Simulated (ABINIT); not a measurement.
# RbIO3 (R3m): G0W0 with ABINIT, start to end, part 2 of 3

Aim: the G0W0 gap of RbIO3 (R3m) on LDA, step by step.

ABINIT 10.8.3; LDA and many-body steps on it, plane waves. Known limits of the many-body steps: not at the basis limit; no spin-orbit coupling; coarse k mesh.

So far. Step 2 (Ground state): The gap is direct, at (0.500, 0.500, 0.500).

### Step 3. Bands along the symmetry lines

Level of this step: DFT, LDA, plane waves, norm-conserving pseudopotentials (ABINIT).

Levels along a band path, at the cheap level, show where the edges lie and whether the meshes to come will hold them.

File run.abi:

```
acell 3*1.0 Angstrom
rprim 
  3.187728926621 1.840436153888 2.622110720600
  -3.187728926621 1.840436153888 2.622110720600
  -0.000000000000 -3.680872307776 2.622110720600
ntypat 3
znucl 37 53 8
natom 5
typat 1 2 3 3 3
xred 
  0.515642950000 0.515642950000 0.515642950000
  0.001050200000 0.001050200000 0.001050200000
  0.036532590000 0.601941670000 0.036532590000
  0.036532590000 0.036532590000 0.601941670000
  0.601941670000 0.036532590000 0.036532590000
pp_dirpath "pseudos"
pseudos "Rb.upf, I.upf, O.upf"
ecut 36
iscf -2
irdden 1
kptopt 0
nkpt 59
kpt 
  0.00000000 0.00000000 0.00000000
  0.06250000 0.06250000 0.06250000
  0.12500000 0.12500000 0.12500000
  0.18750000 0.18750000 0.18750000
  0.25000000 0.25000000 0.25000000
  0.31250000 0.31250000 0.31250000
  0.37500000 0.37500000 0.37500000
  0.43750000 0.43750000 0.43750000
  0.50000000 0.50000000 0.50000000
  0.50061241 0.49938759 0.50000000
  0.50122482 0.49877519 0.50000000
  0.50183722 0.49816278 0.50000000
  0.50244963 0.49755037 0.50000000
  0.50306204 0.49693796 0.50000000
  0.50367444 0.49632555 0.50000000
  0.50428685 0.49571315 0.50000000
  0.50489926 0.49510074 0.50000000
  0.50000000 -0.49510074 0.49510074
  0.50000000 -0.43321315 0.43321315
  0.50000000 -0.37132555 0.37132555
  0.50000000 -0.30943796 0.30943796
  0.50000000 -0.24755037 0.24755037
  0.50000000 -0.18566278 0.18566278
  0.50000000 -0.12377519 0.12377519
  0.50000000 -0.06188759 0.06188759
  0.50000000 0.00000000 0.00000000
  0.43750000 0.00000000 0.00000000
  0.37500000 0.00000000 0.00000000
  0.31250000 0.00000000 0.00000000
  0.25000000 0.00000000 0.00000000
  0.18750000 0.00000000 0.00000000
  0.12500000 0.00000000 0.00000000
  0.06250000 0.00000000 0.00000000
  0.00000000 0.00000000 0.00000000
  0.06219380 -0.06219380 0.00000000
  0.12438759 -0.12438759 0.00000000
  0.18658139 -0.18658139 0.00000000
  0.24877519 -0.24877519 0.00000000
  0.31096898 -0.31096898 0.00000000
  0.37316278 -0.37316278 0.00000000
  0.43535657 -0.43535657 0.00000000
  0.49755037 -0.49755037 0.00000000
  0.50244963 0.00000000 0.49755037
  0.50214343 0.00000000 0.49785657
  0.50183722 0.00000000 0.49816278
  0.50153102 0.00000000 0.49846898
  0.50122482 0.00000000 0.49877519
  0.50091861 0.00000000 0.49908139
  0.50061241 0.00000000 0.49938759
  0.50030620 0.00000000 0.49969380
  0.50000000 0.00000000 0.50000000
  0.43750000 0.00000000 0.43750000
  0.37500000 0.00000000 0.37500000
  0.31250000 0.00000000 0.31250000
  0.25000000 0.00000000 0.25000000
  0.18750000 0.00000000 0.18750000
  0.12500000 0.00000000 0.12500000
  0.06250000 0.00000000 0.06250000
  0.00000000 0.00000000 0.00000000
istwfk *1
nband 24
nbdbuf 2
tolwfr 1e-08
nstep 40
prtwf 0
prtvol 0
indata_prefix "in"
outdata_prefix "out"
tmpdata_prefix "tmp"
```

Command:

```sh
> OMP_NUM_THREADS=1 mpirun -n 4 abinit run.abi > log
```

Numbers of over 12 decimals in the logs are rounded to 6 here.

The program printed:

```text
.Version 10.8.3 of ABINIT. v10.8.2 released Aug 2026.

 Symmetries : space group R3 m (#160); Bravais hR (rhombohedral)
[... echo of the input left out ...]
== DATASET  1 ==================================================================
-   mpi_nproc: 4, omp_nthreads: 1 (-1 if OMP is not activated)

--- !DatasetInfo
iteration_state: {dtset: 1, }
dimensions: {natom: 5, nkpt: 59, mband: 24, nsppol: 1, nspinor: 1, nspden: 1, mpw: 6465, }
cutoff_energies: {ecut:  36.0, pawecutdg:  -1.0, }
electrons: {nelect:   3.40000000E+01, charge:   0.00000000E+00, occopt:   1.00000000E+00, tsmear:   1.00000000E-02, }

 Real(R)+Recip(G) space primitive vectors, cartesian coordinates (Bohr,Bohr^-1):
 R(1)=  6.0239346  3.4779203  4.9550711  G(1)=  0.0830022  0.0479214  0.0672712
 R(2)= -6.0239346  3.4779203  4.9550711  G(2)= -0.0830022  0.0479214  0.0672712
 R(3)=  0.0000000 -6.9558406  4.9550711  G(3)=  0.0000000 -0.0958427  0.0672712
 Unit cell volume ucvol=  6.2287517E+02 bohr^3
 Angles (23,13,12)=  8.97165139E+01  8.97165139E+01  8.97165139E+01 degrees

 getcut: wavevector=  0.0000  0.0000  0.0000  ngfft=  48  48  48
         ecut(hartree)=     36.000   => boxcut(ratio)=   2.08096

--- Pseudopotential description ------------------------------------------------
- Rb Generated using ONCVPSP code by D. R. Hamann
- 37.00000   9.00000  180309                  znucl, zion, pspdat
12 -1012 2 -1 2226                            pspcod,pspxc,lmax,lloc,mmax
     nproj     2     2     2
  pspatm : epsatm=   34.43095479
         --- l  ekb(1:nproj) -->
             0    9.016699   -0.508289
             1    3.217695   -0.387021
             2    1.152608   -1.054299
 pspatm: atomic psp has been read  and splines computed

- I Generated using ONCVPSP code by D. R. Hamann
- 53.00000   7.00000  180309                  znucl, zion, pspdat
12 -1012 2 -1 1182                            pspcod,pspxc,lmax,lloc,mmax
     nproj     2     2     2
  pspatm : epsatm=   17.18700033
         --- l  ekb(1:nproj) -->
[...]
pspatm: atomic psp has been read  and splines computed

- O Generated using ONCVPSP code by D. R. Hamann
-  8.00000   6.00000  201201                  znucl, zion, pspdat
12 -1012 2 -1 926                             pspcod,pspxc,lmax,lloc,mmax
     nproj     2     2     1
  pspatm : epsatm=    6.27558587
         --- l  ekb(1:nproj) -->
[...]
2   -1.033686
 pspatm: atomic psp has been read  and splines computed

--------------------------------------------------------------------------------

================================================================================
 prteigrs : about to open file out_EIG
 Non-SCF case, kpt    1 (  0.00000  0.00000  0.00000), residuals and eigenvalues=
  2.13E-09  8.93E-09  1.72E-09  6.30E-09  3.56E-09  3.41E-09  2.44E-09  7.98E-09
[...]
Non-SCF case, kpt   58 (  0.06250  0.00000  0.06250), residuals and eigenvalues=
[...]
Non-SCF case, kpt   59 (  0.00000  0.00000  0.00000), residuals and eigenvalues=
[...]
-1.2957E-02 -8.3333E-04 -8.2979E-04 -8.2979E-04  5.0590E-03  2.3761E-01
  2.9196E-01  2.9196E-01  3.0473E-01  3.0473E-01  3.1664E-01  3.6732E-01

--- !ResultsGS
iteration_state: {dtset: 1, }
comment   : Summary of ground state results
lattice_vectors:
- [  6.0239346,   3.4779203,   4.9550711, ]
- [ -6.0239346,   3.4779203,   4.9550711, ]
- [ -0.0000000,  -6.9558406,   4.9550711, ]
lattice_lengths: [   8.54028,    8.54028,    8.54028, ]
lattice_angles: [ 89.717,  89.717,  89.717, ] # degrees, (23, 13, 12)
lattice_volume:   6.2287517E+02
convergence: {deltae:  0.000E+00, res2:  0.000E+00, residm:  1.000E-08, diffor:  0.000E+00, }
etotal    :  -8.95635581E+01
entropy   :   0.00000000E+00
fermie    :   4.20998823E-02
cartesian_stress_tensor: null
pressure_GPa: null
xred      :
- [  5.1564E-01,   5.1564E-01,   5.1564E-01, Rb]
- [  1.0502E-03,   1.0502E-03,   1.0502E-03,  I]
- [  3.6533E-02,   6.0194E-01,   3.6533E-02,  O]
- [  3.6533E-02,   3.6533E-02,   6.0194E-01,  O]
- [  6.0194E-01,   3.6533E-02,   3.6533E-02,  O]
cartesian_forces: null
force_length_stats: {min: null, max: null, mean: null, }

 Integrated electronic density in atomic spheres:
 ------------------------------------------------
 Atom  Sphere_radius  Integrated_density
[...]
================================================================================

 ----iterations are completed or convergence reached----

 Mean square residual over all n,k,spin=   56.799E-10; max=  99.999E-10
 reduced coordinates (array xred) for    5 atoms
[...]
0.036532590000      0.036532590000      0.601941670000
       0.601941670000      0.036532590000      0.036532590000

 cartesian coordinates (angstrom) at end:
    1     -0.000000    -0.000000     4.056219
    2      0.000000    -0.000000     0.00826122
    3     -1.802371     1.040599     1.769943
    4      0.000000    -2.081199     1.769943
    5      1.802371     1.040599     1.769943
 length scales=  1.889726125908  1.889726125908  1.889726125908 bohr
              =  1.000000000000  1.000000000000  1.000000000000 angstroms
 prteigrs : about to open file out_EIG
 Eigenvalues (hartree) for nkpt=  59  k points:
 kpt#   1, nband= 24, wtk=  1.00000, kpt=  0.0000  0.0000  0.0000 (reduced coord)
[...]
kpt#   2, nband= 24, wtk=  1.00000, kpt=  0.0625  0.0625  0.0625 (reduced coord)
[...]
kpt#   3, nband= 24, wtk=  1.00000, kpt=  0.1250  0.1250  0.1250 (reduced coord)
[...]
kpt#  58, nband= 24, wtk=  1.00000, kpt=  0.0625  0.0000  0.0625 (reduced coord)
[...]
kpt#  59, nband= 24, wtk=  1.00000, kpt=  0.0000  0.0000  0.0000 (reduced coord)
[...]
-0.18017   -0.18017   -0.17239   -0.01296   -0.01296   -0.00083   -0.00083   -0.00083
   0.00506    0.23761    0.29196    0.29196    0.30473    0.30473    0.31664    0.36732

== END DATASET(S) ==============================================================
================================================================================

 -outvars: echo values of variables after computation  --------
            nband          24
             nkpt          59
          spgroup         160
 [... the other variables as echoed above ...]

 Calculation completed.
```

Run time: 42 s. Hardware: 4 MPI ranks of Arm Neoverse V2, shared host; peak memory 0.41 GiB; 2.8 min of CPU time.

This step gave:

```
gap                        : 2.723 eV
k of the valence top       : 0.5, 0.5, 0.5
k of the conduction bottom : 0.5, 0.5, 0.5
least direct gap           : 2.723 eV
```

The gap is 2.723 eV, as in the run before at this level.

The electronic bands at the labelled points (eV, zero at the top of the highest filled band):

| point | band 14 | band 15 | band 16 | band 17 | band 18 | band 19 | band 20 | band 21 |
| --- | --- | --- | --- | --- | --- | --- | --- | --- |
| Γ | -1.17 | -1.17 | -1.17 | -1.01 | 5.32 | 6.80 | 6.80 | 7.15 |
| halfway | -1.09 | -1.09 | -1.03 | -0.75 | 4.73 | 4.73 | 5.47 | 7.74 |
| T | -0.90 | -0.90 | -0.48 | 0.00 | 2.72 | 2.72 | 4.20 | 8.82 |
| halfway | -0.90 | -0.90 | -0.48 | 0.00 | 2.72 | 2.72 | 4.20 | 8.82 |
| H2 | -0.90 | -0.90 | -0.48 | 0.00 | 2.72 | 2.72 | 4.20 | 8.82 |
| jump to H0 | -0.90 | -0.90 | -0.48 | 0.00 | 2.72 | 2.72 | 4.20 | 8.82 |
| halfway | -1.43 | -1.09 | -0.72 | -0.40 | 3.55 | 4.54 | 5.64 | 8.20 |
| L | -1.36 | -1.29 | -1.04 | -0.99 | 4.19 | 6.37 | 6.69 | 7.46 |
| halfway | -1.42 | -1.22 | -1.01 | -0.96 | 5.34 | 6.20 | 6.54 | 7.36 |
| Γ | -1.17 | -1.17 | -1.17 | -1.01 | 5.32 | 6.80 | 6.80 | 7.15 |
| halfway | -1.54 | -1.17 | -0.96 | -0.69 | 5.05 | 5.61 | 6.51 | 7.26 |
| S0 | -1.27 | -1.25 | -0.61 | -0.47 | 3.37 | 4.04 | 6.25 | 8.21 |
| jump to S2 | -1.27 | -1.25 | -0.61 | -0.47 | 3.37 | 4.04 | 6.25 | 8.21 |
| halfway | -1.27 | -1.25 | -0.61 | -0.47 | 3.37 | 4.04 | 6.25 | 8.21 |
| F | -1.27 | -1.25 | -0.61 | -0.47 | 3.37 | 4.04 | 6.25 | 8.21 |
| halfway | -1.45 | -1.13 | -0.93 | -0.86 | 5.04 | 5.32 | 6.36 | 7.45 |
| Γ | -1.17 | -1.17 | -1.17 | -1.01 | 5.32 | 6.80 | 6.80 | 7.15 |

### Step 4. Empty states on the mesh, 2×2×2 mesh, 84 bands

The sums over transitions need many empty states on a uniform mesh; this step solves for them.

File run.abi:

```
acell 3*1.0 Angstrom
rprim 
  3.187728926621 1.840436153888 2.622110720600
  -3.187728926621 1.840436153888 2.622110720600
  -0.000000000000 -3.680872307776 2.622110720600
ntypat 3
znucl 37 53 8
natom 5
typat 1 2 3 3 3
xred 
  0.515642950000 0.515642950000 0.515642950000
  0.001050200000 0.001050200000 0.001050200000
  0.036532590000 0.601941670000 0.036532590000
  0.036532590000 0.036532590000 0.601941670000
  0.601941670000 0.036532590000 0.036532590000
pp_dirpath "pseudos"
pseudos "Rb.upf, I.upf, O.upf"
ecut 36
ngkpt 2 2 2
nshiftk 1
shiftk 0 0 0
kptopt 1
chksymbreak 0
iscf -2
irdden 1
istwfk *1
nband 84
nbdbuf 6
tolwfr 1e-09
nstep 60
prtvol 0
indata_prefix "in"
outdata_prefix "out"
tmpdata_prefix "tmp"
```

The program printed:

```text
.Version 10.8.3 of ABINIT. v10.8.2 released Aug 2026.

 Symmetries : space group R3 m (#160); Bravais hR (rhombohedral)
[... echo of the input left out ...]
== DATASET  1 ==================================================================
-   mpi_nproc: 4, omp_nthreads: 1 (-1 if OMP is not activated)

--- !DatasetInfo
iteration_state: {dtset: 1, }
dimensions: {natom: 5, nkpt: 4, mband: 84, nsppol: 1, nspinor: 1, nspden: 1, mpw: 6444, }
cutoff_energies: {ecut:  36.0, pawecutdg:  -1.0, }
electrons: {nelect:   3.40000000E+01, charge:   0.00000000E+00, occopt:   1.00000000E+00, tsmear:   1.00000000E-02, }

 Real(R)+Recip(G) space primitive vectors, cartesian coordinates (Bohr,Bohr^-1):
 R(1)=  6.0239346  3.4779203  4.9550711  G(1)=  0.0830022  0.0479214  0.0672712
 R(2)= -6.0239346  3.4779203  4.9550711  G(2)= -0.0830022  0.0479214  0.0672712
 R(3)=  0.0000000 -6.9558406  4.9550711  G(3)=  0.0000000 -0.0958427  0.0672712
 Unit cell volume ucvol=  6.2287517E+02 bohr^3
 Angles (23,13,12)=  8.97165139E+01  8.97165139E+01  8.97165139E+01 degrees

 getcut: wavevector=  0.0000  0.0000  0.0000  ngfft=  48  48  48
         ecut(hartree)=     36.000   => boxcut(ratio)=   2.08096

--- Pseudopotential description ------------------------------------------------
- Rb Generated using ONCVPSP code by D. R. Hamann
- 37.00000   9.00000  180309                  znucl, zion, pspdat
12 -1012 2 -1 2226                            pspcod,pspxc,lmax,lloc,mmax
     nproj     2     2     2
  pspatm : epsatm=   34.43095479
         --- l  ekb(1:nproj) -->
             0    9.016699   -0.508289
             1    3.217695   -0.387021
             2    1.152608   -1.054299
 pspatm: atomic psp has been read  and splines computed

- I Generated using ONCVPSP code by D. R. Hamann
- 53.00000   7.00000  180309                  znucl, zion, pspdat
12 -1012 2 -1 1182                            pspcod,pspxc,lmax,lloc,mmax
     nproj     2     2     2
  pspatm : epsatm=   17.18700033
         --- l  ekb(1:nproj) -->
[...]
pspatm: atomic psp has been read  and splines computed

- O Generated using ONCVPSP code by D. R. Hamann
-  8.00000   6.00000  201201                  znucl, zion, pspdat
12 -1012 2 -1 926                             pspcod,pspxc,lmax,lloc,mmax
     nproj     2     2     1
  pspatm : epsatm=    6.27558587
         --- l  ekb(1:nproj) -->
[...]
2   -1.033686
 pspatm: atomic psp has been read  and splines computed

--------------------------------------------------------------------------------

================================================================================
 prteigrs : about to open file out_EIG
 Non-SCF case, kpt    1 (  0.00000  0.00000  0.00000), residuals and eigenvalues=
  6.68E-10  3.21E-10  3.23E-10  6.10E-10  4.77E-10  5.88E-10  2.38E-10  6.92E-10
  1.92E-10  6.27E-10  3.52E-10  2.77E-10  7.41E-10  2.45E-10  2.28E-10  4.90E-10
  5.53E-10  6.31E-10  2.67E-10  5.85E-10  1.30E-10  3.19E-10  2.16E-10  2.30E-10
[...]
2.40E-08  8.42E-08  2.65E-07  1.57E-06
 -8.5118E-01 -6.9367E-01 -5.7317E-01 -5.7317E-01 -2.9751E-01 -2.6886E-01
 -2.6788E-01 -2.6788E-01 -1.8017E-01 -1.8017E-01 -1.7239E-01 -1.2957E-02
 -1.2957E-02 -8.3333E-04 -8.2979E-04 -8.2979E-04  5.0590E-03  2.3761E-01
[...]
1.3847E+00  1.3905E+00  1.3905E+00  1.4405E+00  1.4455E+00  1.4455E+00
  1.4588E+00  1.4786E+00  1.4786E+00  1.5034E+00  1.5214E+00  1.5214E+00
 prteigrs : prtvol=0 or 1, do not print more k-points.

--- !ResultsGS
iteration_state: {dtset: 1, }
comment   : Summary of ground state results
lattice_vectors:
- [  6.0239346,   3.4779203,   4.9550711, ]
- [ -6.0239346,   3.4779203,   4.9550711, ]
- [ -0.0000000,  -6.9558406,   4.9550711, ]
lattice_lengths: [   8.54028,    8.54028,    8.54028, ]
lattice_angles: [ 89.717,  89.717,  89.717, ] # degrees, (23, 13, 12)
lattice_volume:   6.2287517E+02
convergence: {deltae:  0.000E+00, res2:  0.000E+00, residm:  9.891E-10, diffor:  0.000E+00, }
etotal    :  -8.95635581E+01
entropy   :   0.00000000E+00
fermie    :   4.20998823E-02
cartesian_stress_tensor: null
pressure_GPa: null
xred      :
- [  5.1564E-01,   5.1564E-01,   5.1564E-01, Rb]
- [  1.0502E-03,   1.0502E-03,   1.0502E-03,  I]
- [  3.6533E-02,   6.0194E-01,   3.6533E-02,  O]
- [  3.6533E-02,   3.6533E-02,   6.0194E-01,  O]
- [  6.0194E-01,   3.6533E-02,   3.6533E-02,  O]
cartesian_forces: null
force_length_stats: {min: null, max: null, mean: null, }

 Integrated electronic density in atomic spheres:
 ------------------------------------------------
 Atom  Sphere_radius  Integrated_density
[...]
================================================================================

 ----iterations are completed or convergence reached----

 Mean square residual over all n,k,spin=   49.093E-11; max=  98.907E-11
 reduced coordinates (array xred) for    5 atoms
[...]
0.036532590000      0.036532590000      0.601941670000
       0.601941670000      0.036532590000      0.036532590000

 cartesian coordinates (angstrom) at end:
    1     -0.000000    -0.000000     4.056219
    2      0.000000    -0.000000     0.00826122
    3     -1.802371     1.040599     1.769943
    4      0.000000    -2.081199     1.769943
    5      1.802371     1.040599     1.769943
 length scales=  1.889726125908  1.889726125908  1.889726125908 bohr
              =  1.000000000000  1.000000000000  1.000000000000 angstroms
 prteigrs : about to open file out_EIG
 Eigenvalues (hartree) for nkpt=   4  k points:
 kpt#   1, nband= 84, wtk=  0.12500, kpt=  0.0000  0.0000  0.0000 (reduced coord)
[...]
1.24966    1.26814    1.26814    1.30904    1.34071    1.34071    1.36314    1.36314
   1.38470    1.39054    1.39054    1.44054    1.44552    1.44552    1.45884    1.47858
   1.47858    1.50337    1.52144    1.52144
 prteigrs : prtvol=0 or 1, do not print more k-points.

== END DATASET(S) ==============================================================
================================================================================

 -outvars: echo values of variables after computation  --------
            nband          84
             nkpt           4
          spgroup         160
 [... the other variables as echoed above ...]

 Calculation completed.
```

Wall time 17 s (4 MPI ranks); peak memory 0.33 GiB.

This step gave:

```yaml
gap: 2.723 eV
k_of_the_valence_top: 0.5, 0.5, 0.5
k_of_the_conduction_bottom: 0.5, 0.5, 0.5
least_direct_gap: 2.723 eV
k_points_computed: 4
lowest_point_of_the_top_converged_band_above_the_valence_top: 38.19 eV
```

On this mesh the gap is 2.723 eV.

(Part 2 of 3 ends here.)

[Paths, hosts, dates, memory and timing lines, banners, echoed tables and standing remarks are left out of the program output.]

[Logs are printed without paths, hosts, clocks, repeated set-up lines and the standing remarks that a program may print on its own settings, such as how far it seeks lower states.]

[Runs of the session that timed out or met a known fault of the program may be left out.]

[Hosts, paths, dates, database ids (printed as entryN), source tags and the programs' standing remarks are cut or masked in the printed files.]

[G0W0 gaps are taken among the corrected bands and points alone; a level outside them can change the order at an edge.]

[Where Ansatz stands beside ABINIT at settings called matched, ABINIT's density can come from a denser mesh and the files from another edition; pairs whose starting gaps differed by over 0.03 eV were left out, so agreement reads better than it is.]
